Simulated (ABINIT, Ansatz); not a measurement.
# Re (Rhenium): from the cell to the phonon bands, part 2 of 4

Aim: the phonon dispersion of Re (Rhenium), checked by a second program.

ABINIT 10.8.3; DFT LDA, scalar-relativistic, plane waves, PseudoDojo norm-conserving pseudopotentials.

So far. Step 3 (Relaxation): The volume changes by -2.7 % in this run and stands -2.7 % from the first cell. Step 4 (Self-consistent run for the response): The cell stands at -0.57 GPa: the relaxation ran with a smoothed and higher cutoff, and the difference is a stress of the finite basis. The relaxed cell has a = 2.735, c = 4.419 Å (conventional setting).

### Step 5. Linear response at Γ

At q = 0 one unit cell holds all displacements. The response is solved for single atoms along the cell's directions, and symmetry skips those that follow from others. The crystal is treated as a metal, which screens a static field, so no field response is asked.

dfpt_gamma.abi reads:

```

# common to the responses
getwfk_filepath "gso_WFK"
kptopt 2
nqpt 1
qpt 0.0 0.0 0.0
asr 0
chneut 0

# displacements
rfphon 1
rfatpol 1 2
rfdir 1 1 1
tolvrs 1.0d-10
prtwf 0
prtpot 1

# basis, mesh and filling
ecut 30.0
ngkpt 12 12 6
nshiftk 1
shiftk 0.0 0.0 0.0
istwfk *1
occopt 7
tsmear 0.01
nband 23
nstep 100
diemac 1000000.0
prtebands 0
prtgsr 0

# cell and atoms
acell 3*1.0 Angstrom
rprim 
    2.735077554 0.0 0.0
    -1.367538777 2.368646643 0.0
    0.0 0.0 4.419468137
ntypat 1
znucl 75
natom 2
typat 1 1
xred 
    1/3 2/3 0.25
    2/3 1/3 0.75
pp_dirpath "./pseudo"
pseudos "Re.upf"
```

On the command line:

```bash
> OMP_NUM_THREADS=1 mpirun -n 16 abinit dfpt_gamma.abi > dfpt_gamma.log
```

Numbers of over 12 decimals in the logs are rounded to 6 here.

dfpt_gamma.abo, the main output file:

```text
[banners, grids, parts of the stress and lines that vanish by symmetry left out]
- input  file    -> dfpt_gamma.abi
- output file    -> dfpt_gamma.abo
- root for input  files -> dfpt_gammai
- root for output files -> dfpt_gammao

 Symmetries : space group P6_3/m m c (#194); Bravais hP (primitive hexag.)
================================================================================
 Values of the parameters that define the memory need of the present run (RF).
     intxc =       0      iscf =       7    lmnmax =       8     lnmax =       8
     mgfft =      45  mpssoang =       4    mqgrid =    3001     natom =       2
  nloc_mem =       1    nspden =       1   nspinor =       1    nsppol =       1
      nsym =      24    n1xccc =    2501    ntypat =       1    occopt =       7
   xclevel =       1
-    mband =          23        mffmem =           1         mkmem =          28
-   mkqmem =          28        mk1mem =          28           mpw =        1542
      nfft =       32805          nkpt =         436
- my_mband =          23
================================================================================
================================================================================

--------------------------------------------------------------------------------
------------- Echo of variables that govern the present computation ------------
--------------------------------------------------------------------------------
-
- outvars: echo of selected default values
-   iomode0 =  0 , fftalg0 =312 , wfoptalg0 =  0
-
- outvars: echo of global parameters not present in the input file
-  max_nthreads =    1
-
 -outvars: echo values of preprocessed input variables
 [... echo left out ...]
================================================================================

 chkinp: Checking input parameters for consistency.

[...]
== DATASET  1 ==================================================================
-   mpi_nproc: 16, omp_nthreads: 1 (-1 if OMP is not activated)

--- !DatasetInfo
iteration_state: {dtset: 1, }
dimensions: {natom: 2, nkpt: 436, mband: 23, nsppol: 1, nspinor: 1, nspden: 1, mpw: 1542, }
cutoff_energies: {ecut:  30.0, pawecutdg:  -1.0, }
electrons: {nelect:   3.00000000E+01, charge:   0.00000000E+00, occopt:   7.00000000E+00, tsmear:   1.00000000E-02, }
meta: {optdriver: 1, rfphon: 1, }
...

 mkfilename: getwfk from: gso_WFK

 Real(R)+Recip(G) space primitive vectors, cartesian coordinates (Bohr,Bohr^-1):
 R(1)=  5.1685475  0.0000000  0.0000000  G(1)=  0.1934780  0.1117045  0.0000000
 R(2)= -2.5842738  4.4760934  0.0000000  G(2)=  0.0000000  0.2234091  0.0000000
 R(3)=  0.0000000  0.0000000  8.3515844  G(3)=  0.0000000  0.0000000  0.1197378
 Unit cell volume ucvol=  1.9321308E+02 bohr^3
 Angles (23,13,12)=  9.00000000E+01  9.00000000E+01  1.20000000E+02 degrees
 setup1 : take into account q-point for computing boxcut.

 getcut: wavevector=  0.0000  0.0000  0.0000  ngfft=  27  27  45
         ecut(hartree)=     30.000   => boxcut(ratio)=   2.04224

--- Pseudopotential description ------------------------------------------------
- pspini: atom type   1  psp file is ./pseudo/Re.upf

   1.63399008E+03                                ecore*ucvol(ha*bohr**3)
--------------------------------------------------------------------------------

 ==>  initialize data related to q vector <==

 The list of irreducible perturbations for this q vector is:
    1)    idir= 1    ipert=   1
    2)    idir= 3    ipert=   1

[...]
The perturbation idir=   2  ipert=   1 is
 symmetric of a previously calculated perturbation.
 So, its SCF calculation is not needed.

 The perturbation idir=   1  ipert=   2 is
 symmetric of a previously calculated perturbation.
 So, its SCF calculation is not needed.

 The perturbation idir=   2  ipert=   2 is
 symmetric of a previously calculated perturbation.
 So, its SCF calculation is not needed.

 The perturbation idir=   3  ipert=   2 is
 symmetric of a previously calculated perturbation.
 So, its SCF calculation is not needed.

--------------------------------------------------------------------------------
 Perturbation wavevector (in red.coord.)   0.000000  0.000000  0.000000
 Perturbation : displacement of atom   1   along direction   1
 Found     2 symmetries that leave the perturbation invariant.

[...]
dfpt_looppert : total number of electrons, from k and k+q
  fully or partially occupied states are    3.000000E+01 and    3.000000E+01.
 Initialisation of the first-order wave-functions :
  ireadwf=   0

--- !BeginCycle
iteration_state: {dtset: 1, }
solver: {iscf: 7, nstep: 100, nline: 4, wfoptalg: 0, }
tolerances: {tolvrs: 1.00E-10, }
...

     iter   2DEtotal(Ha)        deltaE(Ha) residm    vres2
-ETOT  1   1.815417     -1.502E+03 2.368E+00 1.898E+02
 ETOT  2   1.288031     -5.274E-01 5.459E-02 9.108E+00
 ETOT  3   1.281123     -6.908E-03 1.097E-03 8.954E-02
 ETOT  4   1.281048     -7.499E-05 8.425E-05 5.068E-04
 ETOT  5   1.281048      4.051E-07 4.041E-06 2.335E-03
[...]
At SCF step    9       vres2   =  6.56E-12 < tolvrs=  1.00E-10 =>converged.
[...]
Mean square residual over all n,k,spin=   17.005E-14; max=  18.511E-11

 Thirteen components of 2nd-order total energy (hartree) are
 1,2,3: 0th-order hamiltonian combined with 1st-order wavefunctions
     kin0=   1.14271257E+03 eigvalue=   3.81619746E+01  local=  -6.34964619E+02
 4,5,6: 1st-order hamiltonian combined with 1st and 0th-order wfs
 loc psp =  -2.08878405E+03  Hartree=   4.75550025E+02     xc=  -8.40752642E+01
 note that "loc psp" includes a xc core correction that could be resolved
 7,8,9: eventually, occupation + non-local contributions
    edocc=   2.41710120E+02     enl0=   3.23882057E+02   enl1=  -9.17169681E+02
 1-9 gives the relaxation energy (to be shifted if some occ is /=2.0)
   erelax=  -1.50297686E+03
 10,11,12 Non-relaxation  contributions : frozen-wavefunctions and Ewald
 fr.local=   9.90684151E+02 fr.nonlo=   4.58777987E+02  Ewald=   1.87575075E+01
 13,14 Frozen wf xc core corrections (1) and (2)
 frxc 1  =  -1.28307477E+02  frxc 2 =   1.64345743E+02
 Resulting in :
 2DEtotal=    0.1281047616E+01 Ha. Also 2DEtotal=    0.348590814794E+02 eV
    (2DErelax=   -1.5029768633E+03 Ha. 2DEnonrelax=    1.5042579109E+03 Ha)
    (  non-var. 2DEtotal :    1.2810464732E+00 Ha)

[...]
Perturbation wavevector (in red.coord.)   0.000000  0.000000  0.000000
 Perturbation : displacement of atom   1   along direction   3
 Found     6 symmetries that leave the perturbation invariant.

--------------------------------------------------------------------------------

--------------------------------------------------------------------------------

 dfpt_looppert : total number of electrons, from k and k+q
  fully or partially occupied states are    3.000000E+01 and    3.000000E+01.
 Initialisation of the first-order wave-functions :
  ireadwf=   0

--- !BeginCycle
iteration_state: {dtset: 1, }
solver: {iscf: 7, nstep: 100, nline: 4, wfoptalg: 0, }
tolerances: {tolvrs: 1.00E-10, }
...

     iter   2DEtotal(Ha)        deltaE(Ha) residm    vres2
-ETOT  1   15.600985331276     -4.776E+03 8.055E+00 5.258E+04
[...]
ETOT  9   3.483876     -5.093E-11 2.239E-08 4.017E-09
 ETOT 10   3.483876      2.046E-10 2.611E-09 1.559E-12

 At SCF step   10       vres2   =  1.56E-12 < tolvrs=  1.00E-10 =>converged.
[...]
Mean square residual over all n,k,spin=   12.727E-13; max=  26.107E-10

 Thirteen components of 2nd-order total energy (hartree) are
 1,2,3: 0th-order hamiltonian combined with 1st-order wavefunctions
     kin0=   3.08235808E+03 eigvalue=   6.49114426E+01  local=  -1.70843456E+03
 4,5,6: 1st-order hamiltonian combined with 1st and 0th-order wfs
 loc psp =  -7.17490729E+03  Hartree=   2.08099770E+03     xc=  -2.39196693E+02
 note that "loc psp" includes a xc core correction that could be resolved
 7,8,9: eventually, occupation + non-local contributions
    edocc=   6.49785440E+02     enl0=   8.57839582E+02   enl1=  -2.40161469E+03
 1-9 gives the relaxation energy (to be shifted if some occ is /=2.0)
   erelax=  -4.78826099E+03
 10,11,12 Non-relaxation  contributions : frozen-wavefunctions and Ewald
 fr.local=   2.57335102E+03 fr.nonlo=   1.20161580E+03  Ewald=   9.22739071E+02
 13,14 Frozen wf xc core corrections (1) and (2)
 frxc 1  =  -3.34972879E+02  frxc 2 =   4.29011851E+02
 Resulting in :
 2DEtotal=    0.3483876373E+01 Ha. Also 2DEtotal=    0.948011056117E+02 eV
    (2DErelax=   -4.7882609885E+03 Ha. 2DEnonrelax=    4.7917448648E+03 Ha)
    (  non-var. 2DEtotal :    3.4838763911E+00 Ha)

[...]
---- first-order wavefunction calculations are completed ----

 ==> Compute Derivative Database <==

 [... matrices left out ...]
  Phonon wavevector (reduced coordinates) :  0.00000  0.00000  0.00000
 Phonon energies in Hartree :
  -1.981335E-05 -1.273904E-05 -1.273904E-05  5.316684E-04  5.316684E-04
   5.428613E-04
 Phonon frequencies in cm-1    :
- -4.348527E+00 -2.795896E+00 -2.795896E+00  1.166877E+02  1.166877E+02
-  1.191443E+02

== END DATASET(S) ==============================================================
================================================================================

 -outvars: echo values of variables after computation
            acell      1.8897261259E+00  1.8897261259E+00  1.8897261259E+00 Bohr
           etotal      3.4838763727E+00
            fcart      0.0000000000E+00  0.0000000000E+00  0.0000000000E+00
           strten      0.0000000000E+00  0.0000000000E+00  0.0000000000E+00
================================================================================
```

The job ended after 37 s (16 MPI ranks of Arm Neoverse V1, shared host).

This step gave:

* largest acoustic frequency at the zone centre before the sum rule: -4.35 cm⁻¹
* highest optical zone-centre mode (no LO-TO term): 119.1 cm⁻¹
* lowest optical zone-centre mode: 116.7 cm⁻¹

The acoustic modes at Γ come out as far as 4.3 cm⁻¹ from zero, where they should vanish, a small numerical error.

### Step 6. Phonons on a q mesh

Linear response treats each wavevector of the 3×3×2 mesh in the unit cell; the first-order potentials are kept for the electron-phonon matrix elements.

dfpt_q.abi reads:

```
ndtset 5

# wavevectors
qpt1 0.3333333333 0.0 0.0
qpt2 0.3333333333 0.3333333333 0.0
qpt3 0.0 0.0 0.5
qpt4 0.3333333333 0.0 0.5
qpt5 0.3333333333 0.3333333333 0.5

# displacements
getwfk_filepath "gso_WFK"
getwfq_filepath "gso_WFK"
kptopt 3
nqpt 1
rfphon 1
rfatpol 1 2
rfdir 1 1 1
tolvrs 1.0d-10
prtwf 0
prtpot 1

# basis, mesh and filling
ecut 30.0
ngkpt 12 12 6
nshiftk 1
shiftk 0.0 0.0 0.0
istwfk *1
occopt 7
tsmear 0.01
nband 23
nstep 100
diemac 1000000.0
prtebands 0
prtgsr 0

# cell and atoms
acell 3*1.0 Angstrom
rprim 
    2.735077554 0.0 0.0
    -1.367538777 2.368646643 0.0
    0.0 0.0 4.419468137
ntypat 1
znucl 75
natom 2
typat 1 1
xred 
    1/3 2/3 0.25
    2/3 1/3 0.75
pp_dirpath "./pseudo"
pseudos "Re.upf"
```

On the command line:

```bash
> OMP_NUM_THREADS=1 mpirun -n 16 abinit dfpt_q.abi > dfpt_q.log
```

dfpt_q.abo, the main output file:

```text
[banners, grids, parts of the stress and lines that vanish by symmetry left out]
- input  file    -> dfpt_q.abi
- output file    -> dfpt_q.abo
- root for input  files -> dfpt_qi
[...]
DATASET    1 : space group P6_3/m m c (#194); Bravais hP (primitive hexag.)
[...]
nfft =       32805          nkpt =         864
[...]
DATASET    2 : space group P6_3/m m c (#194); Bravais hP (primitive hexag.)
[...]
nfft =       32805          nkpt =         864
[...]
DATASET    3 : space group P6_3/m m c (#194); Bravais hP (primitive hexag.)
[...]
nfft =       32805          nkpt =         864
[...]
DATASET    4 : space group P6_3/m m c (#194); Bravais hP (primitive hexag.)
[...]
nfft =       32805          nkpt =         864
[...]
DATASET    5 : space group P6_3/m m c (#194); Bravais hP (primitive hexag.)
[...]
nfft =       32805          nkpt =         864
[...]
== DATASET  1 ==================================================================
[...]
cutoff_energies: {ecut:  30.0, pawecutdg:  -1.0, }
[...]
Perturbation : displacement of atom   1   along direction   1
[...]
-ETOT  1   16.458422788346     -1.864E+03 3.119E+00 9.658E+04
 ETOT  2   75.488203153675      5.903E+01 2.639E+00 5.910E+05
 ETOT  3   6.108010     -6.938E+01 1.971E+00 6.360E+03
 ETOT  4   5.340350     -7.677E-01 5.254E+00 1.244E+02
 ETOT  5   5.305180     -3.517E-02 2.939E+00 1.907E+01
[...]
At SCF step   13       vres2   =  3.35E-11 < tolvrs=  1.00E-10 =>converged.
[...]
Perturbation : displacement of atom   1   along direction   2
[...]
-ETOT  1   3.029593     -1.548E+03 3.174E+00 2.524E+02
[...]
At SCF step   10       vres2   =  7.53E-11 < tolvrs=  1.00E-10 =>converged.
[...]
Perturbation : displacement of atom   1   along direction   3
[...]
-ETOT  1   13.842456200828     -4.408E+03 6.962E+00 1.243E+04
[...]
At SCF step   13       vres2   =  1.89E-11 < tolvrs=  1.00E-10 =>converged.
[...]
Phonon wavevector (reduced coordinates) :  0.33333  0.00000  0.00000
 Phonon energies in Hartree :
[...]
Phonon frequencies in cm-1    :
-  1.050316E+02  1.083745E+02  1.238468E+02  1.609631E+02  1.771355E+02
-  1.869262E+02
[...]
== DATASET  2 ==================================================================
[...]
cutoff_energies: {ecut:  30.0, pawecutdg:  -1.0, }
[...]
- 75.00000  15.00000  180309                  znucl, zion, pspdat
[...]
Perturbation : displacement of atom   1   along direction   1
[...]
-ETOT  1   7.632427     -1.783E+03 6.358E+00 4.963E+03
[...]
At SCF step   11       vres2   =  4.08E-12 < tolvrs=  1.00E-10 =>converged.
[...]
Perturbation : displacement of atom   1   along direction   3
[...]
-ETOT  1   6.979524     -4.311E+03 7.828E+00 1.082E+04
[...]
ETOT 10   3.087197     -8.095E-11 4.237E-01 9.564E-09
 ETOT 11   3.087197     -6.366E-12 2.230E+00 5.013E-12
 At SCF step   11       vres2   =  5.01E-12 < tolvrs=  1.00E-10 =>converged.
[...]
Phonon wavevector (reduced coordinates) :  0.33333  0.33333  0.50000
 Phonon energies in Hartree :
[...]
Phonon frequencies in cm-1    :
-  5.600893E+01  5.600893E+01  1.628964E+02  1.628964E+02  1.980035E+02
-  1.980035E+02
[...]
strten3     0.0000000000E+00  0.0000000000E+00  0.0000000000E+00
           
================================================================================
```

Elapsed: 14 min, on 16 MPI ranks.

Numbers from this step:

| Item | Value |
| --- | --- |
| lowest mode on the q mesh (acoustic ones at the zone centre apart) | 56.01 cm⁻¹ |

Frequencies (cm⁻¹) before the sum rule at the irreducible wavevectors but Γ, which is solved apart; negative means imaginary. Frequencies by wavevector:

| q (fractions) | star | mode 1 | mode 2 | mode 3 | mode 4 | mode 5 | mode 6 |
| --- | --- | --- | --- | --- | --- | --- | --- |
| 0.3333 0 0 | 6 | 105 | 108.4 | 123.8 | 161 | 177.1 | 186.9 |
| 0.3333 0.3333 0 | 2 | 130.7 | 158.1 | 158.1 | 161.8 | 195.6 | 195.6 |
| 0 0 0.5 | 1 | 84.49 | 84.49 | 84.49 | 84.49 | 170.9 | 170.9 |
| 0.3333 0 0.5 | 6 | 119.7 | 119.7 | 120.3 | 120.3 | 186.4 | 186.4 |
| 0.3333 0.3333 0.5 | 2 | 56.01 | 56.01 | 162.9 | 162.9 | 198 | 198 |

(Part 2 of 4 ends here.)

[Host names and launcher messages were left out of these logs when they were recorded.]

[Logs are printed without paths, hosts, clocks, repeated set-up lines and the standing remarks that a program may print on its own settings, such as how far it seeks lower states.]

[Hosts, paths, dates, database ids (printed as entryN), source tags and the programs' standing remarks are cut or masked in the printed files.]
